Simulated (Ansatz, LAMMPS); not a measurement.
# Structural relaxation of amorphous 38SiO2-62GeO2 (mol %) (96 atoms), part 2 of 2

How does amorphous 38SiO2-62GeO2 (mol %) (96 atoms) relax, and what do bonds, charges and levels look like afterwards?

Ansatz 0.2.0; Kohn-Sham DFT, PBE, PAW (set soft_2), plane waves.

The cell: 12 Si, 20 Ge and 64 O. The quench rate of 50 K/ps is orders of magnitude faster than experiment. The starting topology of bonds comes from the classical model. The Brillouin zone is sampled at Γ only, in a cell whose shortest periodic width is 11 Å.

So far. Step 4 (Cell and atoms relaxed): The relaxation changed the energy by -90.8 meV/atom, and atoms moved by 0.25 Å r.m.s., 0.77 Å at most.

### 6. Single point at the relaxed geometry

One more single point at the end of the walk gives the fuller output and checks the residual forces.

input.yaml

```yaml
crystal:
  lattice:
    - [10.95242, -0.28559, 0.23224]
    - [-0.28559, 11.59134, -0.02624]
    - [0.23224, -0.02624, 11.5399]
  atoms:
    - { symbol: Si, position: [0.55047, 0.65277, 0.88554] }
    - { symbol: Si, position: [0.86099, 0.33754, 0.74329] }
    - { symbol: Si, position: [0.66751, 0.46584, 0.05504] }
    - { symbol: Si, position: [0.19682, 0.56052, 0.66407] }
    - { symbol: Si, position: [0.59316, 0.33162, 0.62963] }
    - { symbol: Si, position: [0.34561, 0.3675, 0.78064] }
    - { symbol: Si, position: [0.10331, 0.18705, 0.32225] }
    - { symbol: Si, position: [0.68446, 0.99321, 0.98521] }
    - { symbol: Si, position: [0.95347, 0.57794, 0.82676] }
    - { symbol: Si, position: [0.80281, 0.24556, 0.98185] }
    - { symbol: Si, position: [0.47694, 0.29266, 0.17336] }
    - { symbol: Si, position: [0.1264, 0.24874, 0.6787] }
    - { symbol: Ge, position: [0.10498, 0.81221, 0.16292] }
    - { symbol: Ge, position: [0.28096, 0.41034, 0.04625] }
    - { symbol: Ge, position: [0.43798, 0.05005, 0.04994] }
    - { symbol: Ge, position: [0.18952, 0.94035, 0.39979] }
    - { symbol: Ge, position: [0.35639, 0.68277, 0.0906] }
    - { symbol: Ge, position: [0.15144, 0.99507, 0.94952] }
    - { symbol: Ge, position: [0.65208, 0.72758, 0.37675] }
    - { symbol: Ge, position: [0.05958, 0.22414, 0.05746] }
    - { symbol: Ge, position: [0.19554, 0.99755, 0.67439] }
    - { symbol: Ge, position: [0.79758, 0.81474, 0.81967] }
    - { symbol: Ge, position: [0.49931, 0.51975, 0.46308] }
    - { symbol: Ge, position: [0.22278, 0.39427, 0.46283] }
    - { symbol: Ge, position: [0.42142, 0.70074, 0.65752] }
    - { symbol: Ge, position: [0.84119, 0.06012, 0.3463] }
    - { symbol: Ge, position: [0.47449, 0.98435, 0.59066] }
    - { symbol: Ge, position: [0.43903, 0.85876, 0.26944] }
    - { symbol: Ge, position: [0.90201, 0.63363, 0.08336] }
    - { symbol: Ge, position: [0.74271, 0.90117, 0.56596] }
    - { symbol: Ge, position: [0.78891, 0.85606, 0.16821] }
    - { symbol: Ge, position: [0.56041, 0.15739, 0.40368] }
    - { symbol: O, position: [0.8458, 0.77075, 0.0493] }
    - { symbol: O, position: [0.14369, 0.32411, 0.34933] }
    - { symbol: O, position: [0.54213, 0.99491, 0.94367] }
    - { symbol: O, position: [0.0805, 0.55992, 0.75379] }
    - { symbol: O, position: [0.9588, 0.16713, 0.36476] }
    - { symbol: O, position: [0.57355, 0.8557, 0.34987] }
    - { symbol: O, position: [0.2604, 0.69056, 0.67572] }
    - { symbol: O, position: [0.09371, 0.11065, 0.67633] }
    - { symbol: O, position: [0.42701, 0.98726, 0.19025] }
    - { symbol: O, position: [0.19056, 0.09295, 0.38095] }
    - { symbol: O, position: [0.9033, 0.70577, 0.80889] }
    - { symbol: O, position: [0.49173, 0.24505, 0.30432] }
    - { symbol: O, position: [0.46046, 0.03659, 0.44424] }
    - { symbol: O, position: [0.77756, 0.74726, 0.27513] }
    - { symbol: O, position: [0.35249, 0.05147, 0.66713] }
    - { symbol: O, position: [0.71723, 0.35548, 0.98495] }
    - { symbol: O, position: [0.66327, 0.9148, 0.10434] }
    - { symbol: O, position: [0.3706, 0.40733, 0.91488] }
    - { symbol: O, position: [0.02132, 0.67616, 0.17777] }
    - { symbol: O, position: [0.73167, 0.31742, 0.67613] }
    - { symbol: O, position: [0.16354, 0.92704, 0.81072] }
    - { symbol: O, position: [0.79324, 0.94558, 0.89973] }
    - { symbol: O, position: [0.16055, 0.51845, 0.53167] }
    - { symbol: O, position: [0.65281, 0.75637, 0.86301] }
    - { symbol: O, position: [0.30369, 0.47493, 0.70159] }
    - { symbol: O, position: [0.43136, 0.70393, 0.95497] }
    - { symbol: O, position: [0.77666, 0.53701, 0.12372] }
    - { symbol: O, position: [0.21303, 0.28144, 0.56358] }
    - { symbol: O, position: [0.06432, 0.90215, 0.04723] }
    - { symbol: O, position: [0.70297, 0.13099, 0.33505] }
    - { symbol: O, position: [0.5661, 0.40944, 0.14927] }
    - { symbol: O, position: [0.25866, 0.79762, 0.11482] }
    - { symbol: O, position: [0.49595, 0.19259, 0.07516] }
    - { symbol: O, position: [0.22355, 0.27755, 0.7833] }
    - { symbol: O, position: [0.63573, 0.00825, 0.605] }
    - { symbol: O, position: [0.46639, 0.84657, 0.65711] }
    - { symbol: O, position: [0.97709, 0.56621, 0.96511] }
    - { symbol: O, position: [0.99534, 0.31414, 0.67679] }
    - { symbol: O, position: [0.8328, 0.87527, 0.68258] }
    - { symbol: O, position: [0.59267, 0.45509, 0.56169] }
    - { symbol: O, position: [0.69702, 0.75833, 0.52039] }
    - { symbol: O, position: [0.6055, 0.5496, 0.96114] }
    - { symbol: O, position: [0.15982, 0.91156, 0.55068] }
    - { symbol: O, position: [0.29539, 0.05528, 0.98911] }
    - { symbol: O, position: [0.06482, 0.12012, 0.94504] }
    - { symbol: O, position: [0.84838, 0.96503, 0.46336] }
    [... 12 atom lines left out ...]
    - { symbol: O, position: [0.11757, 0.1651, 0.18227] }
    - { symbol: O, position: [0.27018, 0.55244, 0.10059] }
    - { symbol: O, position: [0.31631, 0.8531, 0.37377] }
    - { symbol: O, position: [0.33712, 0.33329, 0.16145] }
    - { symbol: O, position: [0.72988, 0.12493, 0.01367] }
    - { symbol: O, position: [0.90755, 0.26377, 0.07803] }
kpoints:
  mp_grid: { grid: [1, 1, 1] }
hamiltonian:
  xc: pbe
scf:
  occupations: { method: fermi_dirac, width: 0.025 }
output:
  forces: true
  stress: true
  populations: true
  dos:
    method: { smearing: { sigma: 0.08 } }
    de: 0.05
    projected: { site_lists: { Ge: [Ge], O: [O], Si: [Si] } }
  eigenvalues: true
  write_density: true
  write_potential: true
  volumetric_format: npy
```

On the command line:

```console
$ ansatz run input.yaml --threads 4 --pin off --max-ram 8192MiB --backend cpu --events-out ev --progress --plain --runs-dir out
```

The job ended after 21 s (4 threads of AMD EPYC 7B13 (Zen 3), shared host; peak memory 2.1 GiB).

The program notes that the exchange-correlation potential is rough where the density is thin.

Read from the output:

- free energy: -129874.1869 eV
- free energy per atom: -1352.8561 eV/atom
- SCF cycles: 9
- pressure: 0.001595 GPa
- r.m.s. force component: 0.00263 eV/Å
- longest force: 0.0179 eV/Å
- Fermi energy: 3.695 eV
- gap (highest filled to lowest empty level): 3.251 eV
- spilling of the projection: 0.007586

Löwdin charges by element (they lack the spilled electrons, 0.056 e an atom on average):

```csv
element,coordination,atoms,mean charge (e),spread,least,most
Ge,all,20,1.60,0.0223,1.56,1.64
O,all,64,-0.747,0.0256,-0.807,-0.689
Si,all,12,1.77,0.0168,1.74,1.80
```

Charge against the make-up of the first shell:

```csv
Si neighbours of O,atoms,mean charge (e)
0,28,-0.724
1,24,-0.755
2,12,-0.784
```

Density of states as counts of states in windows of 1 eV (from the Fermi level), total and the larger projections:

```csv
from (eV),to (eV),total,O p,Ge p,Ge s
-14,-11,0.0,0.0,0.0,0.0
-11,-10,12.3,7.2,0.2,3.0
-10,-9,15.4,9.2,0.4,3.3
-9,-8,19.9,12.6,1.0,2.9
-8,-7,16.7,11.5,1.2,1.3
-7,-6,41.8,31.2,6.0,0.2
-6,-5,26.4,20.1,4.3,0.1
-5,-4,45.3,37.0,2.8,0.3
-4,-3,73.3,66.0,2.2,0.3
-3,-2,101.3,96.9,1.2,0.1
-2,-1,31.6,30.9,0.2,0.0
-1,1,0.0,0.0,0.0,0.0
1,2,2.0,0.4,0.1,1.0
2,3,3.7,1.0,0.4,1.6
3,4,13.9,3.6,1.6,5.7
4,5,15.3,3.9,2.5,5.1
```

Between -26 and -14 eV lie 328 more states.

The levels nearest the highest filled one (over half full), pooled over k-points and spins:

```csv
level less the highest filled one (eV),occupation
-0.144,2
-0.119,2
-0.0981,2
-0.0823,2
-0.0446,2
0,2
3.25,0
4.27,0
4.57,0
4.78,0
4.85,0
4.97,0
```

Valence density in the ab plane at fractional z = 0.667, with atoms of Si and Ge and O within 0.2 Å of it. It is the smooth field of the valence electrons, not physical close to the nuclei.

Values in e/Å³, 13 rows by 16 columns, each cell a mean:
```
 0  0  2  7  0  0  0  0  0  0  0  0  0  1  0  0
 0  0  0  0  0  0  1  4  1  0  0  0  1  5  1  0
 0  0  0  0  0  0  1  3  1  0  0  0  0  1  0  0
 0  0  0  1  4  1 12  7  0  0  0  0  0  0  0  0
 0  0  0  1  3  1  3  2  0  0  0  0  0  0  0  0
 0  0  0  0  0  0  0  0  0  0  0  0  0  0  0  0
 0  0  0  0  2  2  0  0  0  0  0  0  0  0  0  0
 0  0  0  0  1  1  0  0  0  0  0  0  0  0  0  0
 3  1  0  0  0  0  0  1  1  0  1  4  3  0  0  3
 2  0  0  0  0  0  0  0  0  0  0  2  1  0  0  1
 0  1  1  0  0  0  0  0  0  0  0  0  0  0  0  0
 1  5  2  0  0  2  1  0  0  0  0  0  0  0  0  0
 0  1  4 12  1  4  2  0  0  0  1  0  0  0  0  0
```
Columns run along a (11.0 Å), rows up along b (11.6 Å). Atoms in or near the plane, at fractional coordinates: Si at (0.20, 0.56), Si at (0.13, 0.25), Ge at (0.20, 0.00), Ge at (0.42, 0.70), O at (0.26, 0.69), O at (0.09, 0.11), O at (0.35, 0.05), O at (0.73, 0.32), O at (0.47, 0.85), O at (0.00, 0.31), O at (0.83, 0.88).

Electrostatic potential energy in the ab plane at fractional z = 0.667, with atoms of Si and Ge and O within 0.2 Å of it. With pseudopotentials it is smooth inside the atoms' cores, unlike the true potential.

Ten even steps from '_' (-42 eV) to '@' (10 eV), each cell a mean:
```
@@@@%%##--....::++%%%%%%%%##****##%%@@%%@@@@@@@@@@@@@@@@@@@@@@
@@@@@@%%**++==++##%%@@@@%%%%####%%@@@@@@@@%%%%%%%%****%%@@@@@@
@@@@@@@@%%%%%%%%@@@@@@@@@@**----##@@@@@@@@%%%%%%==____==@@@@@@
@@@@@@@@@@@@@@@@@@@@@@@@%%::__..**@@@@@@@@%%%%%%**::::**@@@@@@
@@@@@@@@@@@@@@@@@@@@@@@@%%==::==%%@@@@@@@@@@@@@@@@%%%%@@@@@@@@
@@@@@@@@@@@@@@@@%%%%%%**==--==##%%@@@@@@@@@@@@@@@@@@@@@@@@@@@@
@@@@@@@@@@@@%%--..--**--..__::==##@@@@@@@@@@@@@@@@@@@@@@@@@@@@
@@@@@@@@@@@@**..__..++--..__::++%%@@@@@@@@@@@@@@@@@@@@@@@@@@@@
@@@@@@@@%%**++====**##**====++##%%@@@@@@@@@@@@@@@@@@@@@@@@@@@@
@@@@@@%%==..__..++%%%%%%%%%%%%@@@@@@@@@@@@@@@@@@@@@@@@@@@@@@@@
@@@@@@##::______==##%%@@@@@@@@@@@@@@@@@@@@@@@@@@@@@@@@@@@@@@@@
@@@@@@%%++::..--++==++%%@@@@@@@@@@@@@@@@@@@@@@@@@@@@@@@@@@@@@@
@@@@@@@@%%######==..--##@@@@@@@@@@@@@@@@@@@@@@@@@@@@@@@@@@@@@@
@@@@@@@@@@@@@@@@%%**##%%@@@@@@@@@@%%%%%%%%@@@@@@@@@@@@%%@@@@@@
%%@@@@@@@@@@@@@@@@@@%%%%@@@@@@%%%%**==++##%%%%%%%%%%####%%%%%%
::++%%%%##%%%%@@@@@@%%%%@@@@%%##**..____====....++##****##**::
__::++--::==##%%@@@@@@@@@@@@%%##**::__::++--____==########==__
++**::______++%%@@@@@@@@@@@@@@@@%%##**##%%%%****%%%%%%%%%%%%++
%%##--____..**%%@@@@@@@@@@@@@@@@@@@@%%@@@@@@@@@@@@@@@@@@@@@@@@
@@%%**==++**%%@@@@@@@@@@@@@@@@@@@@@@@@@@@@@@@@@@@@@@@@@@@@@@@@
@@**::__--%%%%@@@@@@@@@@@@@@@@@@@@@@@@@@@@@@@@@@@@@@@@@@@@@@@@
@@**..__::####%%%%%%++==**@@@@@@@@@@@@@@@@@@@@@@@@@@@@@@@@@@@@
@@@@**++++==--==**==____::##%%%%%%@@@@@@@@@@@@@@@@@@@@@@@@@@@@
@@@@%%##--..__..==**--::++##****##%%%%##%%@@@@@@@@@@@@@@@@@@@@
```
Columns run along a (11.0 Å; values clipped at the 3rd and 97th percentile), rows up along b (11.6 Å). Atoms in or near the plane, at fractional coordinates: Si at (0.20, 0.56), Si at (0.13, 0.25), Ge at (0.20, 0.00), Ge at (0.42, 0.70), O at (0.26, 0.69), O at (0.09, 0.11), O at (0.35, 0.05), O at (0.73, 0.32), O at (0.47, 0.85), O at (0.00, 0.31), O at (0.83, 0.88).

Mean Löwdin charges: Ge +1.60, O -0.75, Si +1.77 e (they miss 0.76 % of the electrons, so they add up to more than the cell's charge). The charge on O changes by -0.030 e for each Si neighbour that takes the place of another kind, on average. The largest share in the top eV of filled states is O p (98 % of the projected weight), and in the lowest eV of empty states Ge s (49 % of the projected weight).

A closer look about Si5, one of the 12 Si atoms: 9 atoms, nearest first, numbered in the order of the input, with positions taken from that point.

```csv
atom,x,y,z,distance (Å),bonds,Löwdin charge (e)
Si5,0.00,0.00,0.00,0.00,4,1.78
O88,-0.28,-1.20,-1.06,1.62,2,-0.78
O72,-0.06,1.43,-0.79,1.64,2,-0.76
O52,1.53,-0.21,0.57,1.65,2,-0.78
O79,-1.24,-0.05,1.11,1.66,2,-0.77
Ge23,-1.12,2.21,-1.95,3.15,4,1.60
Si6,-2.69,0.48,1.68,3.21,4,1.77
Si2,2.96,-0.01,1.37,3.26,4,1.80
Ge32,-0.36,-2.00,-2.61,3.31,4,1.62
```

The column of bonds counts only the pairs O-Ge within 2.17 Å, O-Si within 2.08 Å; other neighbours, such as metal atoms beside each other in a compound, aren't counted, and periodic images can show an atom twice.

### 7. Functional HSE06

HSE06 mixes in a quarter of exact exchange at short range, which counters self-interaction, at a higher cost.

This step: Kohn-Sham DFT, HSE06, PAW (set soft_2), plane waves (Ansatz 0.2.0).

Edit input.yaml of step 6 so:

```diff
@@ -10,3 +10,3 @@
 hamiltonian:
-  xc: pbe
+  xc: hse06
 scf:
@@ -22,4 +22 @@
   eigenvalues: true
-  write_density: true
-  write_potential: true
-  volumetric_format: npy
```

The job ended after 6.7 min (4 threads; peak memory 5.3 GiB).

The program notes that the exchange threshold is loose for the stress and the SCF threshold is loose for the stress.

Geometry and reference: those of the single point at the relaxed geometry.

Forces differ from those of the single point at the relaxed geometry by 276 meV/Å r.m.s.; the pressure by -5.6 GPa and the gap by +1.9 eV. It took 6.7 min and 21 cycles; the reference's time can't be set against it, since the two runs asked for unlike analyses.

Read from the output:

| Property | Result |
| --- | --- |
| free energy | -129888.4348 eV |
| free energy per atom | -1353.0045 eV/atom |
| SCF cycles | 21 |
| pressure | -5.586 GPa |
| r.m.s. force component | 0.2763 eV/Å |
| longest force | 0.8497 eV/Å |
| Fermi energy | 3.295 eV |
| gap (highest filled to lowest empty level) | 5.116 eV |
| spilling of the projection | 0.007815 |

Length of the force by element:

```csv
element,coordination,atoms,mean length of the force (eV/Å),spread,least,most
Ge,all,20,0.180,0.0609,0.048,0.358
O,all,64,0.547,0.176,0.0921,0.850
Si,all,12,0.0917,0.0401,0.0283,0.176
```

Löwdin charges by element (they lack the spilled electrons, 0.058 e an atom on average):

```csv
element,coordination,atoms,mean charge (e),spread,least,most
Ge,all,20,1.69,0.022,1.65,1.73
O,all,64,-0.785,0.0223,-0.839,-0.730
Si,all,12,1.83,0.0171,1.81,1.86
```

Charge against the make-up of the first shell:

```csv
Si neighbours of O,atoms,mean charge (e)
0,28,-0.766
1,24,-0.791
2,12,-0.816
```

States in the cell by windows of 1 eV, zero at the Fermi level; the larger projections on atomic orbitals stand beside the total:

```csv
from (eV),to (eV),total,O p,Ge p
-10,-9,18.6,12.1,0.9
-9,-8,17.5,12.3,1.2
-8,-7,37.8,28.4,5.3
-7,-6,30.5,23.3,4.8
-6,-5,44.4,37.1,2.6
-5,-4,69.3,62.9,2.0
-4,-3,96.3,92.3,1.0
-3,-2,40.1,39.2,0.2
-2,2,0.0,0.0,0.0
2,3,2.0,0.4,0.1
3,4,3.1,0.7,0.3
4,5,13.0,2.9,1.7
```

Between -26 and -10 eV lie 157 more states.

The stored curve holds about 512 of the 712 electrons; the rest, give or take the few that broadening carries across the Fermi level, lie in deeper levels below its range.

The levels nearest the highest filled one (over half full), pooled over k-points and spins:

```csv
level less the highest filled one (eV),occupation
-0.147,2
-0.116,2
-0.0959,2
-0.0791,2
-0.036,2
0,2
5.12,0
6.25,0
6.54,0
6.79,0
6.84,0
7.00,0
```

### 8. Functional r2SCAN (500 eV)

The meta-GGA r2SCAN uses the kinetic energy density as well as the density and its gradient. Besides, the cutoff goes from 420 to 500 eV.

This step: Kohn-Sham DFT, r2SCAN, PAW (set soft_2), plane waves (Ansatz 0.2.0).

Edit input.yaml of step 7 so:

```diff
@@ -10,3 +10,3 @@
 hamiltonian:
-  xc: hse06
+  xc: r2scan
 scf:
```

It took 48 s on 4 threads; peak memory 4.3 GiB; 3 min of CPU time.

Geometry and reference: those of the single point at the relaxed geometry.

Forces differ from those of the single point at the relaxed geometry by 216 meV/Å r.m.s.; the pressure by -5.4 GPa and the gap by +0.62 eV. It took 48 s and 9 cycles; the reference's time can't be set against it, since the two runs asked for unlike analyses.

### 9. Functional PBEsol

PBEsol restores the gradient expansion of exchange for slowly varying densities and usually gives shorter bonds in solids than PBE.

This step: Kohn-Sham DFT, PBEsol, PAW (set soft_2), plane waves (Ansatz 0.2.0).

Edit input.yaml of step 8 so:

```diff
@@ -10,3 +10,3 @@
 hamiltonian:
-  xc: r2scan
+  xc: pbesol
 scf:
```

Wall time 19 s (4 threads); peak memory 2.1 GiB.

Geometry and reference: those of the single point at the relaxed geometry.

Forces differ from those of the single point at the relaxed geometry by 100 meV/Å r.m.s.; the pressure by -3.2 GPa and the gap by -0.055 eV.

### 10. Cost against change

Differences are against the single point at the relaxed geometry (Kohn-Sham DFT, PBE, PAW (set soft_2), plane waves), whose r.m.s. force component is 0.00263 eV/Å. Times are for 4 threads of AMD EPYC 7B13 (Zen 3), shared host. The reference's time includes grids, which some other runs skip.

```csv
run,"Δ force, r.m.s. (meV/Å)",Δ pressure (GPa),Δ gap (eV),cycles,time,host memory (GiB)
reference,-,-,-,9,21 s,2.1
functional HSE06,276,-5.59,1.86,21,6.7 min,5.3
functional r2SCAN (500 eV),216,-5.39,0.625,9,48 s,4.3
functional PBEsol,99.6,-3.19,-0.0554,9,19 s,2.1
```

### 11. Summary of results

| Quantity | Value |
| --- | --- |
| energy change in the relaxation | -90.81 meV/atom |
| r.m.s. displacement | 0.248 Å |
| largest displacement | 0.768 Å |
| free energy per atom | -1352.8561 eV/atom |
| pressure | 0.001595 GPa |
| r.m.s. force component | 0.00263 eV/Å |
| gap (highest filled to lowest empty level) | 3.251 eV |
| wall time of the 6 DFT runs | 11 min |

In words: Relaxation lowers the energy by 90.8 meV/atom and moves atoms by 0.25 Å r.m.s.; the r.m.s. force component goes from 0.85 to 0.0026 eV/Å. Displacements are taken in the final cell, so they leave out its strain. By the final cutoffs no bond was broken or made. The cell shrank by 2.2 % in volume. First to last step the energy falls by 8.717 eV, across changes of basis; the largest move, 0.77 Å, is that of O92. The O-Ge bonds change most in mean length: from 1.725 Å (spread 0.020) to 1.771 Å (spread 0.015). Counting bonds as in the table, all Ge atoms have 4, all O atoms have 2 and all Si atoms have 4 bonded neighbours. 100 % of the oxygens bridge two formers (Si and Ge) and 0 % are non-bridging. The highest filled and lowest empty levels differ by 3.25 eV (at Γ alone); a semilocal functional tends to put such gaps too low. In a disordered cell it changes from sample to sample, and tail or defect levels can set it.

Among the changes of functional, dispersion, potentials or spin set against this reference, functional HSE06 moves the forces most, by 276 meV/Å r.m.s. The gap changes by +1.86 eV with HSE06.

**Limits.** The starting topology of bonds comes from the classical model; DFT moved the atoms only locally, and no bond changed.

[Logs are printed without paths, hosts, clocks, repeated set-up lines and the standing remarks that a program may print on its own settings, such as how far it seeks lower states.]

[Hosts, paths, dates, database ids (printed as entryN), source tags and the programs' standing remarks are cut or masked in the printed files.]
